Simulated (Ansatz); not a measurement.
## Al wire along [110], 23 atoms a period: bands along the axis

Wanted: the relaxed geometry and the bands of the Al wire along [110], 23 atoms a period.

Main program and level: Ansatz 0.2.0; DFT PBE, plane waves, PAW; relaxation of a wire's period; PAW set soft_1, in the first sound run; inputs show where later runs differ.

### Step 1. Set-up

The cell holds 23 atoms: 23 Al. Cell: a = 18.920 Å, b = 18.227 Å, c = 2.857 Å, α = 90.0°, β = 90.0°, γ = 90.0°. Vacuum lies along a and b. The structure's axis is c.

### Step 2. Relaxation of atoms and period

Band widths follow the bond lengths, so the wire is relaxed first. The atoms and the third cell vector are free; the box across stays fixed as vacuum. A Fermi-Dirac smearing is set since the result may be a metal. The pressure printed is a third of the stress's trace over the whole box, vacuum included; only the stress along the axis is relaxed.

The input, input.yaml:

```yaml
crystal:
  lattice:
    - [18.92, 0.0, 0.0]
    - [0.0, 18.227, 0.0]
    - [0.0, 0.0, 2.856711396]
  atoms:
    - { symbol: Al, position: [0.286469345, 0.34326611, 0.0] }
    - { symbol: Al, position: [0.286469345, 0.499995764, 0.0] }
    - { symbol: Al, position: [0.5, 0.34326611, 0.0] }
    - { symbol: Al, position: [0.5, 0.186536457, 0.0] }
    - { symbol: Al, position: [0.5, 0.499995764, 0.0] }
    - { symbol: Al, position: [0.713530655, 0.34326611, 0.0] }
    - { symbol: Al, position: [0.713530655, 0.499995764, 0.0] }
    - { symbol: Al, position: [0.179704017, 0.421630937, 0.5] }
    - { symbol: Al, position: [0.179704017, 0.578360591, 0.5] }
    - { symbol: Al, position: [0.393234672, 0.264901284, 0.5] }
    - { symbol: Al, position: [0.393234672, 0.421630937, 0.5] }
    - { symbol: Al, position: [0.393234672, 0.578360591, 0.5] }
    - { symbol: Al, position: [0.393234672, 0.735090244, 0.5] }
    - { symbol: Al, position: [0.606765328, 0.264901284, 0.5] }
    - { symbol: Al, position: [0.606765328, 0.421630937, 0.5] }
    - { symbol: Al, position: [0.606765328, 0.578360591, 0.5] }
    - { symbol: Al, position: [0.606765328, 0.735090244, 0.5] }
    - { symbol: Al, position: [0.820295983, 0.421630937, 0.5] }
    - { symbol: Al, position: [0.820295983, 0.578360591, 0.5] }
    - { symbol: Al, position: [0.286469345, 0.656725418, 0.0] }
    - { symbol: Al, position: [0.5, 0.656725418, 0.0] }
    - { symbol: Al, position: [0.5, 0.813455071, 0.0] }
    - { symbol: Al, position: [0.713530655, 0.656725418, 0.0] }
kpoints:
  mp_grid: { grid: [1, 1, 29] }
scf:
  occupations: { method: fermi_dirac, width: 0.05 }
hamiltonian:
  xc: pbe
  pseudopotentials: { kind: paw, azcp: { folder: soft_1 } }
relax:
  cell: { fix: [a, b, alpha, beta, gamma] }
  max_steps: 45
  f_tol: 0.03
```

On the command line:

```sh
> ansatz run input.yaml --threads 16 --pin off --max-ram 61440MiB --backend cuda --events-out ev --progress --plain --runs-dir out --max-vram 78GiB
```

Numbers of over 12 decimals in the logs are rounded to 6 here.

The program printed:

```text
Engine: ansatz 0.2.0, aarch64-unknown-linux-gnu
Pseudopotentials: kind: paw
Pseudopotential: Al, paw, valence charge 3, recommended cutoff 420 eV (normal), soft_1/Al.paw.azcp
Functional definition: PBE
  parameter kappa = 0.804
  parameter beta = 0.066725
  exchange = pbe_x(kappa = kappa, mu = beta*pi^2/3)
  correlation = pbe_c(beta = beta)
[...]
Crystal: 23 atoms, lattice volume = 985.151 Å³
Basis set: ecut = 420 eV, 19247 PW (Γ), exchange–correlation on 256×250×40 points (8 copies of the dense FFT grid, shifted against one another)
Bands: 58, of which v1, the nominal top of the filled ones, is band 35 counted from 1 (34 counted from 0)
Symmetry: 8 space group operations
Space group: Pmmm (ITA 47), of the structure as read, at distance tolerance 1.0e-4 Å
k-points: 15 of 29
Non-local potential: Al, projectors of the file, l = 0: 2, l = 1: 2, l = 2: 1
PAW form: soft (Blöchl's): semilocal exchange-correlation on the pseudo side does not see the compensation charge
PAW one-centre angular grid: Al, 110 points (default); XC on 64 Gauss nodes
Initial density: superposition of atomic densities (neutral atoms: chi_scale 0, normalization atom)
Initial wavefunctions: pseudopotential atomic-orbital guess
[...]
Functional: x = pbe(κ = 0.804, μ = 0.219515), c = pbe(β = 0.066725)
SCF iter   1: F=—  HF=-12360.189238 eV  |F-HF|=—  |Δ(HF+E_count)|=         —  Δρ=1.91e-2  dr2=4.30e1  ethr=3.10e-3  ⟨swp⟩=8.8  Hψ=5172  notcnv=0  defer=35
preconditioner: auto → LDOS  [metal: Δε(μ)=0.032 eV  Ē_g=6.363 eV  σ=0.050 eV  W_gap=0.16  n_scr=84 (ndim 8)  ℏωp=9.8 eV  f_vac=0.401  D(μ)=10.79/eV (n_scr^D=52)  β→1.0]
SCF iter   2: F=—  HF=-12356.058798 eV  |F-HF|=—  |Δ(HF+E_count)|=    4.13e0  Δρ=1.06e-2  dr2=5.14e0  ethr=3.10e-3  ⟨swp⟩=4.6  Hψ=2418  notcnv=0  defer=136
[...]
SCF iter   9: F=-12355.471238 eV  HF=-12355.471238 eV  |F-HF|=2.58e-9  |Δ(HF+E_count)|=   2.47e-8  Δρ=4.84e-7  dr2=3.97e-9  ethr=1.45e-10  ⟨swp⟩=5.3  Hψ=2860  notcnv=0
SCF 1 converged in 9 iterations: F = -12355.471238 eV  dr2 = 3.97e-9
  greatest PAW one-centre occupation: 0.489 electrons in one spin orbital (limit 2), on the Al atom at site 18 (counted from 0), in its partial waves of l = 0
relax step   1: F+E_penalty+E_count = -12355.47123843 eV  Δ(F+E_penalty+E_count) = +0.000e0 eV  max|allowed force component| = 2.188e-1 eV/Å  Δτ_max = 0.0000 Å  P = -0.916 GPa  Ω = 985.151 Å³  fix = [a, b, alpha, beta, gamma]  reactions: a -0.459, b -0.347 GPa  (9 SCF iters, dr2 threshold 1.00e-7 eV, accepted)
[...]
Crystal: 23 atoms, lattice volume = 949.652 Å³
Basis set: ecut = 420 eV, 18647 PW (Γ), exchange–correlation on 256×250×40 points (8 copies of the dense FFT grid, shifted against one another)
[...]
iter 1 solved again at ethr=5.92e-4 eV; its pass at ethr=3.10e-3 eV (dr2=4.09e-1 eV) is discarded
SCF iter   1: F=—  HF=-12355.849349 eV  |F-HF|=—  |Δ(HF+E_count)|=         —  Δρ=2.38e-3  dr2=4.40e-1  ethr=5.92e-4  ⟨swp⟩=5.7  Hψ=4480  notcnv=0  defer=2
preconditioner: auto → LDOS  [metal: Δε(μ)=0.014 eV  Ē_g=6.238 eV  σ=0.050 eV  W_gap=0.07  n_scr=88 (ndim 8)  ℏωp=10.0 eV  f_vac=0.435  D(μ)=9.82/eV (n_scr^D=46)  β→1.0]
SCF iter   2: F=—  HF=-12355.797432 eV  |F-HF|=—  |Δ(HF+E_count)|=   5.19e-2  Δρ=7.20e-4  dr2=1.56e-2  ethr=5.92e-4  ⟨swp⟩=2.8  Hψ=1385  notcnv=0  defer=20
[...]
SCF iter   6: F=-12355.796085 eV  HF=-12355.796086 eV  |F-HF|=1.33e-7  |Δ(HF+E_count)|=   6.82e-7  Δρ=3.08e-6  dr2=3.05e-7  ethr=3.33e-9  ⟨swp⟩=5.3  Hψ=2835  notcnv=0
SCF 2 converged in 6 iterations: F = -12355.796085 eV  dr2 = 3.05e-7
  greatest PAW one-centre occupation: 0.484 electrons in one spin orbital (limit 2), on the Al atom at site 18 (counted from 0), in its partial waves of l = 0
relax step   2: F+E_penalty+E_count = -12355.79608546 eV  Δ(F+E_penalty+E_count) = -3.248e-1 eV  max|allowed force component| = 1.091e-1 eV/Å  Δτ_max = 0.0897 Å  P = +0.312 GPa  Ω = 949.652 Å³  energy of the carried Pulay correction = +3.058e-3 eV  fix = [a, b, alpha, beta, gamma]  reactions: a +0.600, b +0.567 GPa  (6 SCF iters, dr2 threshold 2.30e-6 eV, accepted)
[...]
Crystal: 23 atoms, lattice volume = 932.544 Å³
[...]
iter 1 solved again at ethr=7.00e-4 eV; its pass at ethr=3.10e-3 eV (dr2=4.83e-1 eV) is discarded
[...]
SCF 3 converged in 6 iterations: F = -12355.829972 eV  dr2 = 2.97e-7
[...]
SCF 4 converged in 5 iterations: F = -12355.843940 eV  dr2 = 4.08e-7
[...]
SCF 5 converged in 5 iterations: F = -12355.851623 eV  dr2 = 7.76e-8
[...]
SCF 6 converged in 5 iterations: F = -12355.849141 eV  dr2 = 5.17e-11
[...]
SCF converged after 5 iterations
[...]
atom  17  Al     0.00420936    -0.00416960     0.00000000
  atom  18  Al    -0.00226373     0.00035757     0.00000000
  atom  19  Al    -0.00226373    -0.00035757     0.00000000
  atom  20  Al     0.00387640    -0.00727992     0.00000000
  atom  21  Al     0.00000000    -0.00253592     0.00000000
  atom  22  Al    -0.00000000     0.00127670     0.00000000
  atom  23  Al    -0.00387640    -0.00727992     0.00000000
  max |Σ_I F_I| component: 1.30e-18 eV/Å
--- Stress (GPa, compression-positive) ---
        0.006788       0.000000       0.000000
        0.000000      -0.013139       0.000000
        0.000000       0.000000      -0.008038
  P = ⅓ Tr σ = -0.0048 GPa (-0.048 kbar)
--- Band table (eV; the first three rows and the last of 15) ---
  k-point 0: bands = [... 31 lower, -0.4096, -0.1758, 0.4018, 0.4411, 0.4655, 1.2542, 1.3921, 1.8642, ... 19 higher]
  k-point 1: bands = [... 31 lower, -0.3877, -0.1539, 0.4234, 0.4622, 0.4869, 1.2758, 1.4143, 1.8837, ... 19 higher]
  k-point 2: bands = [... 31 lower, -0.3219, -0.0885, 0.4880, 0.5253, 0.5509, 1.3408, 1.4805, 1.9414, ... 19 higher]
  k-point 14: bands = [... 31 lower, 0.3305, 0.5172, 0.6271, 0.7151, 0.7236, 0.9657, 1.0913, 1.3027, ... 19 higher]
--- Relaxed structure (5 steps of the walk, 5 accepted, 1 SCFs on fresh bases) ---
  F+E_penalty+E_count = -12355.84914050 eV   max|allowed force component| = 7.280e-3 eV/Å   (the final SCF, on the basis selected at the relaxed cell)
  cell:  # Å, volume = 940.7267 Å³
    - [18.92, 0.0, 0.0]
    - [0.0, 18.227, 0.0]
    - [0.0, 0.0, 2.727892]
  atoms:
    - { symbol: Al, position: [0.282176, 0.340201, 0.0] }
    - { symbol: Al, position: [0.290281, 0.499996, 0.0] }
    - { symbol: Al, position: [0.5, 0.339413, 0.0] }
    - { symbol: Al, position: [0.5, 0.186891, 0.0] }
    - { symbol: Al, position: [0.5, 0.499996, 0.0] }
    - { symbol: Al, position: [0.717824, 0.340201, 0.0] }
    - { symbol: Al, position: [0.709719, 0.499996, 0.0] }
    - { symbol: Al, position: [0.179049, 0.423100, 0.5] }
    - { symbol: Al, position: [0.179049, 0.576892, 0.5] }
    - { symbol: Al, position: [0.388411, 0.261874, 0.5] }
    - { symbol: Al, position: [0.393291, 0.418341, 0.5] }
    - { symbol: Al, position: [0.393291, 0.581651, 0.5] }
    - { symbol: Al, position: [0.388411, 0.738117, 0.5] }
    - { symbol: Al, position: [0.611589, 0.261874, 0.5] }
    - { symbol: Al, position: [0.606709, 0.418341, 0.5] }
    - { symbol: Al, position: [0.606709, 0.581651, 0.5] }
    - { symbol: Al, position: [0.611589, 0.738117, 0.5] }
    - { symbol: Al, position: [0.820951, 0.423100, 0.5] }
    - { symbol: Al, position: [0.820951, 0.576892, 0.5] }
    - { symbol: Al, position: [0.282176, 0.659791, 0.0] }
    - { symbol: Al, position: [0.5, 0.660578, 0.0] }
    - { symbol: Al, position: [0.5, 0.813101, 0.0] }
    - { symbol: Al, position: [0.717824, 0.659791, 0.0] }
```

Run time: 4.5 s. Hardware: 1 × NVIDIA GB200 with 16 threads of Arm Neoverse V2, shared host; peak memory 1.1 GiB; 29 s of CPU time.

The steps of the relaxation:

```csv
step,energy less that of the first step (eV),largest force component (eV/Å),pressure (GPa),volume (Å³)
1,0.0000,0.2188,-0.92,985.15
2,-0.3248,0.1091,0.31,949.65
3,-0.3587,0.0973,0.23,932.54
4,-0.3727,0.0656,-0.07,941.58
5,-0.3804,0.0073,0.00,940.73
6,-0.3779,0.0073,0.00,940.73
```

The log counts 1 steps on a newly chosen plane-wave basis, not all of them marked here; energy and pressure can jump at such steps.

The run keeps the 8 symmetry operations that it works with, so distortions that break them were not tested.

| cell as run | before | after | change |
| --- | --- | --- | --- |
| c (Å) | 2.857 | 2.728 | -4.5 % |

The atoms that moved most (Å, along periodic axes as changes of fractional coordinates times the final cell, across vacuum about the mean position):

| atom | dx | dy | dz | length |
| --- | --- | --- | --- | --- |
| Al17 | 0.091 | 0.055 | 0.000 | 0.107 |
| Al13 | -0.091 | 0.055 | 0.000 | 0.107 |
| Al14 | 0.091 | -0.055 | 0.000 | 0.107 |
| Al10 | -0.091 | -0.055 | 0.000 | 0.107 |
| Al23 | 0.081 | 0.056 | 0.000 | 0.099 |
| Al20 | -0.081 | 0.056 | 0.000 | 0.099 |
| Al6 | 0.081 | -0.056 | 0.000 | 0.099 |
| Al1 | -0.081 | -0.056 | 0.000 | 0.099 |

This step gave:

```yaml
energy_at_zero_smearing: -12355.8031 eV
cell_length_along_the_wire: 2.728 Å
```

The cell's length comes to 2.728 Å with spin left out.

### Step 3. The perfect wire

This step: DFT PBE, plane waves, PAW; bands of a perfect wire; PAW set soft_1 (Ansatz 0.2.0).

At the relaxed period the bands are computed along the axis; those that cross an energy going forward count the channels that a perfect wire would open there.

The input, input.yaml:

```yaml
crystal:
  lattice:
    - [18.92, 0.0, 0.0]
    - [0.0, 18.227, 0.0]
    - [0.0, 0.0, 2.727891751]
  atoms:
    - { symbol: Al, position: [0.282176002, 0.340200862, 0.0] }
    - { symbol: Al, position: [0.290281008, 0.499995764, 0.0] }
    - { symbol: Al, position: [0.5, 0.339413445, 0.0] }
    - { symbol: Al, position: [0.5, 0.186890705, 0.0] }
    - { symbol: Al, position: [0.5, 0.499995764, 0.0] }
    - { symbol: Al, position: [0.717823998, 0.340200862, 0.0] }
    - { symbol: Al, position: [0.709718992, 0.499995764, 0.0] }
    - { symbol: Al, position: [0.179048616, 0.423099798, 0.5] }
    - { symbol: Al, position: [0.179048616, 0.57689173, 0.5] }
    - { symbol: Al, position: [0.388410707, 0.261874254, 0.5] }
    - { symbol: Al, position: [0.393290677, 0.418340708, 0.5] }
    - { symbol: Al, position: [0.393290677, 0.58165082, 0.5] }
    - { symbol: Al, position: [0.388410707, 0.738117274, 0.5] }
    - { symbol: Al, position: [0.611589293, 0.261874254, 0.5] }
    - { symbol: Al, position: [0.606709323, 0.418340708, 0.5] }
    - { symbol: Al, position: [0.606709323, 0.58165082, 0.5] }
    - { symbol: Al, position: [0.611589293, 0.738117274, 0.5] }
    - { symbol: Al, position: [0.820951384, 0.423099798, 0.5] }
    - { symbol: Al, position: [0.820951384, 0.57689173, 0.5] }
    - { symbol: Al, position: [0.282176002, 0.659790666, 0.0] }
    - { symbol: Al, position: [0.5, 0.660578083, 0.0] }
    - { symbol: Al, position: [0.5, 0.813100823, 0.0] }
    - { symbol: Al, position: [0.717823998, 0.659790666, 0.0] }
kpoints:
  mp_grid: { grid: [1, 1, 30] }
  band_path: { path: ["Γ", Z], npoints: 90 }
scf:
  occupations: { method: fermi_dirac, width: 0.05 }
hamiltonian:
  xc: pbe
  pseudopotentials: { kind: paw, azcp: { folder: soft_1 } }
output:
  dos: { e_range: [-5, 4] }
  write_potential: true
  write_density: true
  volumetric_format: npy
```

The program printed:

```text
[...]
device memory: the entry about to start is reckoned to put 21.0 GiB on a device that reports 141.4 GiB free (of which the cap on the GPU budget leaves the run 78.0 GiB)
GPU FFT provider: cuFFT
GPU libraries: cuBLAS 13.8.1, cuFFT 12.4.0, cuSOLVER 12.3.2
GPU matrix products: emulated (plane waves: as basis.precision tells), large ones in fixed point in workspaces of 1.00 GiB
Crystal: 23 atoms, lattice volume = 940.727 Å³
Basis set: ecut = 420 eV, 18455 PW (Γ)
Bands: 58, of which v1, the nominal top of the filled ones, is band 35 counted from 1 (34 counted from 0)
Symmetry: 8 space group operations
[...]
k-points: 16 of 30
[...]
GPU buffer pool allocated for 320000 grid points (all kernels)
GPU transforms: local potential and band sums: pruned to the plane-wave sphere, on 125×125×20
[...]
SCF iter   1: F=—  HF=-12360.665623 eV  |F-HF|=—  |Δ(HF+E_count)|=         —  Δρ=1.99e-2  dr2=4.18e1  ethr=3.10e-3  ⟨swp⟩=8.5  Hψ=5530  notcnv=0  defer=30
[...]
SCF iter   9: F=-12355.841032 eV  HF=-12355.841032 eV  |F-HF|=8.71e-9  |Δ(HF+E_count)|=   1.57e-7  Δρ=7.63e-7  dr2=2.30e-8  ethr=1.45e-10  ⟨swp⟩=25.5  Hψ=6531  notcnv=0
SCF 1 converged in 9 iterations: F = -12355.841032 eV  dr2 = 2.30e-8
[...]
NSCF: frozen V_eff on 91 k-points, pencils in batches of 32, up to order 256
WARN: The output density's exchange-correlation potential varies sharply where the density is thin. Do not read a vacuum level from v_tot or v_xc, or from such a field of the output density. On a cell that repeats whose density bears no net charge and no dipole along the vacuum's axis use v_es (v_loc + v_h of the components); under efield.dipole_correction with no amplitude use v_es + v_field, which holds any externa [...]
SCF converged after 9 iterations
Free energy (F): -12355.841032 eV
[...]
Internal energy: -12355.740006 eV  (E = F + TS)
E sigma→0 (E₀):  -12355.790519 eV
Entropy (-TS):   -0.101026 eV (-4.392 meV/atom)
Fermi energy:    0.811668 eV
[...]
--- Band table (eV; the first three rows and the last of 16) ---
  k-point 0: bands = [... 31 lower, -0.4164, -0.1720, 0.3949, 0.4422, 0.4614, 1.2534, 1.3912, 1.8592, ... 19 higher]
  k-point 1: bands = [... 31 lower, -0.3959, -0.1516, 0.4150, 0.4620, 0.4814, 1.2737, 1.4119, 1.8775, ... 19 higher]
  k-point 2: bands = [... 31 lower, -0.3345, -0.0904, 0.4754, 0.5209, 0.5412, 1.3343, 1.4738, 1.9314, ... 19 higher]
  k-point 15: bands = [... 31 lower, 0.2206, 0.5544, 0.6447, 0.6494, 0.8470, 0.8982, 1.1750, 1.2123, ... 19 higher]
```

Elapsed: 3.4 s, on 1 × NVIDIA GB200 with 16 threads; peak memory 1.4 GiB.

Numbers from this step:

| Property | Result |
| --- | --- |
| energy at zero smearing | -12355.7905 eV |
| band gap | 0 eV |

Electronic bands along the path, in eV, zero at the Fermi level; # counts the bands kept:

```csv
point,#32,#33,#34,#35,#36,#37,#38,#39
Γ,-1.23,-0.98,-0.42,-0.37,-0.35,0.44,0.58,1.05
halfway,-0.16,-0.11,0.12,0.33,0.50,0.80,0.81,1.17
Z,-0.59,-0.26,-0.17,-0.16,0.04,0.09,0.36,0.40
```

Between Γ and Z the bands cross the Fermi level 21 times, so a perfect wire would conduct at least 21 G₀, with spin left out.

### Step 4. Results

* cell length, PBE: 2.728 Å
* ballistic conductance by band crossings, a lower bound, PBE: 21 G₀

**Reading.** Under PBE the cell's length is 2.73 Å, and the bands cross the Fermi level 21 times between Γ and Z, which gives a perfect wire at least 21 G₀ (opposite crossings within one step of the path cancel in such a count).

[Logs are printed without paths, hosts, clocks, repeated set-up lines and the standing remarks that a program may print on its own settings, such as how far it seeks lower states.]

[Hosts, paths, dates, database ids (printed as entryN), source tags and the programs' standing remarks are cut or masked in the printed files.]
